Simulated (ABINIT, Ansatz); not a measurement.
# BiHSe (P-6m2): zone-centre phonons

Wanted: the vibrations of BiHSe (P-6m2) at Γ, by two programs.

Method: DFT LDA, scalar-relativistic, plane waves, HGH norm-conserving pseudopotentials, in ABINIT 10.8.3.

The structure was built from a prototype and need not be the compound's stable phase.

## Step 1: Starting point

Symmetry: P-6m2, No. 187, hexagonal system. Conventional cell: a = 3.904 Å, b = 3.904 Å, c = 4.054 Å, α = 90.00°, β = 90.00°, γ = 120.00°. Nearest to Bi lie 3 H at 2.25 Å and 6 Se at 3.03 Å. Nearest to H lie 3 Bi at 2.25 Å. Se has 6 H at 3.03 Å and 6 Bi at 3.03 Å nearest. Farther neighbours and most contacts between anions are not listed.

Structure file:

```cif
data_structure
_symmetry_space_group_name_H-M 'P 1'
_symmetry_Int_Tables_number 1
_cell_length_a 3.9036
_cell_length_b 3.9036
_cell_length_c 4.0535
_cell_angle_alpha 90.000
_cell_angle_beta 90.000
_cell_angle_gamma 120.000
_cell_volume 53.49
loop_
_atom_site_label
_atom_site_type_symbol
_atom_site_fract_x
_atom_site_fract_y
_atom_site_fract_z
_atom_site_occupancy
Bi1 Bi 0.00000 0.00000 0.00000 1
H2 H 0.33333 0.66667 0.00000 1
Se3 Se 0.66667 0.33333 0.50000 1
```

## Step 2: Relaxation

The harmonic expansion needs vanishing forces, and a free crystal bears no stress, so cell and atoms are brought to rest. Stress is more sensitive to the basis than forces are: the last 3 Ha under the cutoff are smoothed with ecutsm, and the cutoff is raised above that of the later runs.

The starting cell comes from a relaxation made beforehand in Ansatz (LDA, PseudoDojo NC).

File relax.abi:

```
# relaxation
ionmov 2
optcell 2
dilatmx 1.08
ntime 40
tolmxf 1.0d-05
tolvrs 1.0d-14
prtwf 0
prtden 0
chksymtnons 0

# basis, mesh and filling
ecut 43.0
ecutsm 3.0
ixc 7
ngkpt 12 12 10
nshiftk 1
shiftk 0.0 0.0 0.0
istwfk *1
occopt 7
tsmear 0.01
nband 12
nstep 100
diemac 1000000.0
prtebands 0
prtgsr 0
useylm 1

# cell and atoms
acell 3*1.0 Angstrom
rprim 
    3.903586397 3.3922e-06 0.0
    -1.951796136 3.38060329 0.0
    0.0 0.0 4.0535459
ntypat 3
znucl 83 1 34
natom 3
typat 1 2 3
xred 
    0.0 0.0 0.0
    1/3 2/3 0.0
    2/3 1/3 0.5
pp_dirpath "./pseudo"
pseudos "Bi.hgh, H.hgh, Se.hgh"
```

Run with:

```bash
$ OMP_NUM_THREADS=1 mpirun -n 4 abinit relax.abi > relax.log
```

Numbers of over 12 decimals in the logs are rounded to 6 here.

relax.abo, the main output file:

```text
[banners, grids, parts of the stress and lines that vanish by symmetry left out]
- input  file    -> relax.abi
- output file    -> relax.abo
- root for input  files -> relaxi
[...]
Symmetries : space group P-6 m 2 (#187); Bravais hP (primitive hexag.)
[...]
mpw =        6156          nfft =      115200          nkpt =         114
[...]
== DATASET  1 ==================================================================
[...]
cutoff_energies: {ecut:  43.0, pawecutdg:  -1.0, }
[...]
Exchange-correlation functional for the present dataset will be:
  LDA: Perdew-Wang 92 LSD fit to Ceperley-Alder data - ixc=7
[...]
ETOT  1  -15.620963684545    -1.562E+01 3.692E-02 7.326E+02
 ETOT  2  -15.680729729991    -5.977E-02 2.261E-02 3.498E+01
 ETOT  3  -15.684101053568    -3.371E-03 4.312E-03 4.354E+00
 ETOT  4  -15.684393483887    -2.924E-04 1.819E-03 3.518E-02
 ETOT  5  -15.684396701505    -3.218E-06 9.717E-04 1.183E-03
[...]
At SCF step   12       vres2   =  1.08E-16 < tolvrs=  1.00E-14 =>converged.
[...]
sigma(1 1)= -2.16893628E-05  sigma(3 2)=  0.00000000E+00
  sigma(2 2)= -2.16893638E-05  sigma(3 1)=  0.00000000E+00
  sigma(3 3)= -2.35103699E-05  sigma(2 1)= -2.79606618E-13
[...]
convergence: {deltae: -1.563E-13, res2:  1.085E-16, residm:  1.076E-05, diffor: null, }
etotal    :  -1.56843968E+01
[...]
ETOT  1  -15.684407975023    -1.568E+01 9.820E-06 3.246E-02
[...]
At SCF step    9       vres2   =  6.37E-16 < tolvrs=  1.00E-14 =>converged.
[...]
sigma(1 1)= -1.62804143E-05  sigma(3 2)=  0.00000000E+00
  sigma(2 2)= -1.62804153E-05  sigma(3 1)=  0.00000000E+00
  sigma(3 3)= -1.77694095E-05  sigma(2 1)= -2.78851418E-13
[...]
convergence: {deltae: -7.638E-14, res2:  6.366E-16, residm:  4.598E-06, diffor: null, }
etotal    :  -1.56844110E+01
[...]
ETOT  1  -15.684400936043    -1.568E+01 4.905E-06 3.108E-01
[...]
At SCF step    9       vres2   =  6.63E-15 < tolvrs=  1.00E-14 =>converged.
[...]
sigma(1 1)= -2.32415763E-08  sigma(3 2)=  0.00000000E+00
  sigma(2 2)= -2.32426057E-08  sigma(3 1)=  0.00000000E+00
  sigma(3 3)= -4.82093050E-07  sigma(2 1)= -2.76546690E-13
[...]
convergence: {deltae:  2.114E-13, res2:  6.628E-15, residm:  8.417E-07, diffor: null, }
etotal    :  -1.56844298E+01
[...]
ETOT  1  -15.684429803221    -1.568E+01 6.455E-07 4.080E-05
[...]
At SCF step    7       vres2   =  8.29E-15 < tolvrs=  1.00E-14 =>converged.
[...]
sigma(1 1)=  1.41450907E-07  sigma(3 2)=  0.00000000E+00
  sigma(2 2)=  1.41449877E-07  sigma(3 1)=  0.00000000E+00
  sigma(3 3)= -2.63693135E-07  sigma(2 1)= -2.76519510E-13
[...]
convergence: {deltae: -8.527E-14, res2:  8.285E-15, residm:  6.187E-07, diffor: null, }
etotal    :  -1.56844298E+01
[...]
ETOT  1  -15.684429808168    -1.568E+01 4.911E-07 3.989E-06
[...]
At SCF step    7       vres2   =  2.11E-15 < tolvrs=  1.00E-14 =>converged.
[...]
sigma(1 1)=  1.66095137E-07  sigma(3 2)=  0.00000000E+00
  sigma(2 2)=  1.66094108E-07  sigma(3 1)=  0.00000000E+00
  sigma(3 3)= -1.76305597E-07  sigma(2 1)= -2.76512939E-13
[...]
convergence: {deltae:  3.730E-14, res2:  2.108E-15, residm:  7.843E-08, diffor: null, }
etotal    :  -1.56844298E+01
[...]
ETOT  1  -15.684429810683    -1.568E+01 5.851E-08 1.689E-05
[...]
At SCF step    8       vres2   =  1.11E-16 < tolvrs=  1.00E-14 =>converged.
[...]
sigma(1 1)=  1.33967941E-07  sigma(3 2)=  0.00000000E+00
  sigma(2 2)=  1.33966911E-07  sigma(3 1)=  0.00000000E+00
  sigma(3 3)=  1.34453364E-08  sigma(2 1)= -2.76501753E-13
[...]
convergence: {deltae:  1.226E-13, res2:  1.112E-16, residm:  1.935E-08, diffor: null, }
etotal    :  -1.56844298E+01
[...]
ETOT  1  -15.684429812622    -1.568E+01 2.233E-07 4.229E-06
[...]
ETOT  6  -15.684429813062    -4.796E-14 6.477E-09 4.477E-13
 ETOT  7  -15.684429813062     1.226E-13 1.864E-08 9.932E-15
 At SCF step    7       vres2   =  9.93E-15 < tolvrs=  1.00E-14 =>converged.
[...]
sigma(1 1)=  5.44835692E-08  sigma(3 2)=  0.00000000E+00
  sigma(2 2)=  5.44825399E-08  sigma(3 1)=  0.00000000E+00
  sigma(3 3)=  3.91897729E-08  sigma(2 1)= -2.76506343E-13
[...]
convergence: {deltae:  1.226E-13, res2:  9.932E-15, residm:  1.864E-08, diffor: null, }
etotal    :  -1.56844298E+01
[...]
At Broyd/MD step   7, gradients are converged :
[...]
sigma(1 1)=  5.44835692E-08  sigma(3 2)=  0.00000000E+00
  sigma(2 2)=  5.44825399E-08  sigma(3 1)=  0.00000000E+00
  sigma(3 3)=  3.91897729E-08  sigma(2 1)= -2.76506343E-13
[...]
- sigma(1 1)=  1.60296195E-03  sigma(3 2)=  0.00000000E+00
- sigma(2 2)=  1.60293167E-03  sigma(3 1)=  0.00000000E+00
- sigma(3 3)=  1.15300293E-03  sigma(2 1)= -8.13509748E-09
[...]
fcart     -0.0000000000E+00 -0.0000000000E+00 -0.0000000000E+00
           strten      5.4483569174E-08  5.4482539910E-08  3.9189772891E-08
================================================================================

[key lines of the parts left out:]
pressure_GPa:  -1.4530E-03
Total energy (etotal) [Ha]= -1.56844298130620E+01
```

It took 9 min on 4 MPI ranks of Arm Neoverse N1, shared host.

The steps of the relaxation:

```
step  energy less that of the first step (eV)  largest force (eV/Å)  volume (Å³)
   1                                   0.0000                0.0000        53.49
   2                                  -0.0004                0.0000        53.60
   3                                  -0.0009                0.0000        53.93
   4                                  -0.0009                0.0000        53.93
   5                                  -0.0009                0.0000        53.93
   6                                  -0.0009                0.0000        53.94
   7                                  -0.0009                0.0000        53.93
```

```
conventional cell, symmetrised  before  after  change
                         a (Å)   3.904  3.914  +0.3 %
                         b (Å)   3.904  3.914  +0.3 %
                         c (Å)   4.054  4.066  +0.3 %
              volume (Å³/atom)   17.83  17.98  +0.8 %
```

Final coordinates:

```cif
data_structure
_symmetry_space_group_name_H-M 'P 1'
_symmetry_Int_Tables_number 1
_cell_length_a 3.9138
_cell_length_b 3.9138
_cell_length_c 4.0657
_cell_angle_alpha 90.000
_cell_angle_beta 90.000
_cell_angle_gamma 120.000
_cell_volume 53.93
loop_
_atom_site_label
_atom_site_type_symbol
_atom_site_fract_x
_atom_site_fract_y
_atom_site_fract_z
_atom_site_occupancy
Bi1 Bi 0.00000 0.00000 0.00000 1
H2 H 0.33333 0.66667 0.00000 1
Se3 Se 0.66667 0.33333 0.50000 1
```

Read from the output:

```yaml
volume_per_atom: 17.98 Å³
pressure: -0.001453 GPa
gap_on_the_k_mesh: 0 eV
```

The volume changes by +0.8 % from the cell with which this run began.

## Step 3: Ground state

First-order wavefunctions inherit every error of the ground state, hence the very tight tolvrs. Occupations are smeared.

File gs.abi:

```
# ground state
tolvrs 1.0d-16
prtden 1
prtwf 1

# basis, mesh and filling
ecut 35.0
ixc 7
ngkpt 12 12 10
nshiftk 1
shiftk 0.0 0.0 0.0
istwfk *1
occopt 7
tsmear 0.01
nband 12
nstep 100
diemac 1000000.0
prtebands 0
prtgsr 0
useylm 1

# cell and atoms
acell 3*1.0 Angstrom
rprim 
    3.913819801 3.401e-06 0.0
    -1.956912846 3.389465673 0.0
    0.0 0.0 4.06569715
ntypat 3
znucl 83 1 34
natom 3
typat 1 2 3
xred 
    0.0 0.0 0.0
    1/3 2/3 0.0
    2/3 1/3 0.5
pp_dirpath "./pseudo"
pseudos "Bi.hgh, H.hgh, Se.hgh"
```

Run with:

```bash
$ OMP_NUM_THREADS=1 mpirun -n 4 abinit gs.abi > gs.log
```

gs.abo, the main output file:

```text
[banners, grids, parts of the stress and lines that vanish by symmetry left out]
- input  file    -> gs.abi
- output file    -> gs.abo
- root for input  files -> gsi
[...]
Symmetries : space group P-6 m 2 (#187); Bravais hP (primitive hexag.)
[...]
mpw =        3621          nfft =       72000          nkpt =         114
[...]
== DATASET  1 ==================================================================
[...]
cutoff_energies: {ecut:  35.0, pawecutdg:  -1.0, }
[...]
Exchange-correlation functional for the present dataset will be:
  LDA: Perdew-Wang 92 LSD fit to Ceperley-Alder data - ixc=7
[...]
ETOT  1  -15.621919880352    -1.562E+01 2.863E-02 4.655E+02
 ETOT  2  -15.679937144496    -5.802E-02 7.398E-03 2.325E+01
 ETOT  3  -15.683538936057    -3.602E-03 9.574E-04 2.865E+00
 ETOT  4  -15.683848918243    -3.100E-04 4.062E-04 2.199E-02
 ETOT  5  -15.683852161837    -3.244E-06 1.862E-04 7.964E-04
[...]
ETOT 11  -15.683852264808     1.883E-13 2.130E-05 8.788E-15
 ETOT 12  -15.683852264808    -2.096E-13 1.611E-05 8.387E-17
 At SCF step   12       vres2   =  8.39E-17 < tolvrs=  1.00E-16 =>converged.
[...]
sigma(1 1)=  7.08933740E-06  sigma(3 2)=  0.00000000E+00
  sigma(2 2)=  7.08933740E-06  sigma(3 1)=  0.00000000E+00
  sigma(3 3)=  7.44734178E-06  sigma(2 1)=  1.76238956E-13
[...]
convergence: {deltae: -2.096E-13, res2:  8.387E-17, residm:  1.611E-05, diffor: null, }
etotal    :  -1.56838523E+01
[...]
sigma(1 1)=  7.08933740E-06  sigma(3 2)=  0.00000000E+00
  sigma(2 2)=  7.08933740E-06  sigma(3 1)=  0.00000000E+00
  sigma(3 3)=  7.44734178E-06  sigma(2 1)=  1.76238956E-13
[...]
- sigma(1 1)=  2.08575507E-01  sigma(3 2)=  0.00000000E+00
- sigma(2 2)=  2.08575507E-01  sigma(3 1)=  0.00000000E+00
- sigma(3 3)=  2.19108360E-01  sigma(2 1)=  5.18512911E-09
[...]
fcart      4.8542081666E-29 -2.8025727672E-29 -0.0000000000E+00
           strten      7.0893374002E-06  7.0893374015E-06  7.4473417812E-06
================================================================================

[key lines of the parts left out:]
pressure_GPa:  -2.1209E-01
```

Run time: 71 s. Hardware: 4 MPI ranks; 4.8 min of CPU time.

This step gave:

- pressure: -0.2121 GPa

The cell stands at -0.21 GPa: the relaxation ran with a smoothed and higher cutoff, and the difference is a stress of the finite basis.

## Step 4: Linear response at Γ

At q = 0 one unit cell holds all displacements. The response is solved for single atoms along the cell's directions, and symmetry skips those that follow from others. The crystal is treated as a metal, which screens a static field, so no field response is asked.

File dfpt_gamma.abi:

```

# common to the responses
getwfk_filepath "gso_WFK"
kptopt 2
nqpt 1
qpt 0.0 0.0 0.0
asr 0
chneut 0

# displacements
rfphon 1
rfatpol 1 3
rfdir 1 1 1
tolvrs 1.0d-10
prtwf 0

# basis, mesh and filling
ecut 35.0
ixc 7
ngkpt 12 12 10
nshiftk 1
shiftk 0.0 0.0 0.0
istwfk *1
occopt 7
tsmear 0.01
nband 12
nstep 100
diemac 1000000.0
prtebands 0
prtgsr 0
useylm 1

# cell and atoms
acell 3*1.0 Angstrom
rprim 
    3.913819801 3.401e-06 0.0
    -1.956912846 3.389465673 0.0
    0.0 0.0 4.06569715
ntypat 3
znucl 83 1 34
natom 3
typat 1 2 3
xred 
    0.0 0.0 0.0
    1/3 2/3 0.0
    2/3 1/3 0.5
pp_dirpath "./pseudo"
pseudos "Bi.hgh, H.hgh, Se.hgh"
```

Run with:

```bash
$ OMP_NUM_THREADS=1 mpirun -n 4 abinit dfpt_gamma.abi > dfpt_gamma.log
```

dfpt_gamma.abo, the main output file:

```text
[banners, grids, parts of the stress and lines that vanish by symmetry left out]
- input  file    -> dfpt_gamma.abi
- output file    -> dfpt_gamma.abo
- root for input  files -> dfpt_gammai
[...]
Symmetries : space group P-6 m 2 (#187); Bravais hP (primitive hexag.)
[...]
nfft =       72000          nkpt =         724
[...]
== DATASET  1 ==================================================================
[...]
cutoff_energies: {ecut:  35.0, pawecutdg:  -1.0, }
[...]
Exchange-correlation functional for the present dataset will be:
  LDA: Perdew-Wang 92 LSD fit to Ceperley-Alder data - ixc=7
[...]
Perturbation : displacement of atom   1   along direction   1
[...]
-ETOT  1   5.093070     -8.676E+01 3.220E-01 2.812E+04
 ETOT  2 -0.701232     -5.794E+00 2.105E-02 4.589E+02
 ETOT  3 -0.785475     -8.424E-02 2.357E-03 8.009E+00
 ETOT  4 -0.786671     -1.196E-03 2.424E-04 3.249E-01
 ETOT  5 -0.786717     -4.611E-05 1.074E-05 8.716E-04
[...]
At SCF step    9       vres2   =  4.77E-12 < tolvrs=  1.00E-10 =>converged.
[...]
Perturbation : displacement of atom   1   along direction   3
[...]
-ETOT  1   28.048774349597     -7.801E+01 8.441E-01 1.597E+05
[...]
At SCF step   10       vres2   =  4.19E-13 < tolvrs=  1.00E-10 =>converged.
[...]
Perturbation : displacement of atom   2   along direction   1
[...]
-ETOT  1   3.937432     -5.464E+01 2.886E-01 1.465E+04
[...]
At SCF step    9       vres2   =  3.73E-11 < tolvrs=  1.00E-10 =>converged.
[...]
Perturbation : displacement of atom   2   along direction   3
[...]
-ETOT  1   4.727066     -5.628E+01 3.415E-01 2.298E+04
[...]
At SCF step    9       vres2   =  5.84E-11 < tolvrs=  1.00E-10 =>converged.
[...]
Perturbation : displacement of atom   3   along direction   1
[...]
-ETOT  1   64.617458677508     -2.481E+02 9.607E-01 2.456E+05
[...]
At SCF step   10       vres2   =  4.31E-12 < tolvrs=  1.00E-10 =>converged.
[...]
Perturbation : displacement of atom   3   along direction   3
[...]
-ETOT  1   144.81210169138     -2.040E+02 3.841E+00 7.093E+05
[...]
ETOT  9  0.291112     -5.684E-13 3.800E-08 5.084E-10
 ETOT 10  0.291112      4.547E-13 3.695E-08 2.350E-13
 At SCF step   10       vres2   =  2.35E-13 < tolvrs=  1.00E-10 =>converged.
[...]
Phonon wavevector (reduced coordinates) :  0.00000  0.00000  0.00000
 Phonon energies in Hartree :
[...]
Phonon frequencies in cm-1    :
- -1.227534E+02 -1.227534E+02 -8.535456E+01 -6.217153E-01  4.421215E-01
-  4.421220E-01  4.909933E+02  4.909933E+02  5.937266E+02
[...]
fcart      0.0000000000E+00  0.0000000000E+00  0.0000000000E+00
           strten      0.0000000000E+00  0.0000000000E+00  0.0000000000E+00
================================================================================
```

It took 15 min on 4 MPI ranks; 59 min of CPU time.

Read from the output:

```
largest acoustic frequency at the zone centre before the sum rule : -0.62 cm⁻¹
highest optical zone-centre mode (no LO-TO term)                  : 593.7 cm⁻¹
lowest optical zone-centre mode                                   : -122.8 cm⁻¹
```

The acoustic modes at Γ come out as far as 0.6 cm⁻¹ from zero, where they should vanish, a small numerical error. The lowest optical mode is imaginary, 123i cm⁻¹, an instability at this level and on this k mesh.

(Part 1 of 2 ends here.)

[Host names and launcher messages were left out of these logs when they were recorded.]

[Logs are printed without paths, hosts, clocks, repeated set-up lines and the standing remarks that a program may print on its own settings, such as how far it seeks lower states.]

[Hosts, paths, dates, database ids (printed as entryN), source tags and the programs' standing remarks are cut or masked in the printed files.]
